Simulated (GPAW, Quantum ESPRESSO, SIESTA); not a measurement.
# Birch–Murnaghan line for hcp Ru, GPAW plane waves, PBE

Calculated with GPAW 26.7.0: PBE; plane waves, PAW, 650 eV; k-mesh 13×13×7. The volume is changed in steps from typed lattice constants. V0 = 13.747 Å³ an atom is where a Birch–Murnaghan fit to this level's pressures, the withheld one apart, crosses zero; rows within 2.5 % of V0 are left out, since F is ill-conditioned there. Shape and atoms were relaxed at QE, PBE at each point, and this level solves those geometries.

| volume (Å³/atom) | pressure (GPa) |
| --- | --- |
| 12.673 | 30.41 |
| 12.949 | 21.24 |
| 13.224 | 13.09 |
| 14.326 | -11.47 |
| 14.602 | -15.99 |
| 14.877 | ? |

Task: Fit the third-order Birch–Murnaghan equation to the rows given and extrapolate to the withheld row.

**Working.**

Take the Eulerian strain f = ½[(V0/V)^(2/3) − 1] and the normalised pressure F = P / [3f(1 + 2f)^(5/2)]. The third-order Birch–Murnaghan equation is then the line F = B0 + (3/2)B0(B′ − 4) f, so u = f and v = F.

```
     u = f  v = F (GPa)
 0.0278644      317.662
 0.0203367      315.113
 0.0130977      312.283
-0.0135644      301.927
-0.0197135      298.977
```

With n = 5: mean u = 0.00560417, mean v = 309.192, Σ(u − ū)² = 0.0017771, Σ(u − ū)(v − v̄) = 0.69681. Slope b = 0.69681 / 0.0017771 = 392.10; intercept a = v̄ − b ū = 307.00.

So B0 = 307.0 GPa and B′ = 4 + 2b/(3a) = 4.85. At the withheld volume f = -0.02565, F = 296.9 GPa, and P = 3f(1 + 2f)^(5/2) F.

Prediction at 14.877: -20.03 GPa. The run gave -20.01 GPa, so the fit is low by 0.021 GPa (0.11 % of the value).

A fit to this level's energies over the whole scan gives V0 = 13.754 Å³, B0 = 306.6 GPa and B′ = 4.83. Among the rows given, the largest miss of the fit is at 12.673, by 0.025 GPa (0.049 % of the range of the table).

Limits: The nuclei are static. The DFT runs use Fermi–Dirac occupations of width 0.1 eV, and energies are free energies.

[Logs are printed without paths, hosts, clocks, repeated set-up lines and the standing remarks that a program may print on its own settings, such as how far it seeks lower states.]

[Hosts, paths, dates, database ids (printed as entryN), source tags and the programs' standing remarks are cut or masked in the printed files.]
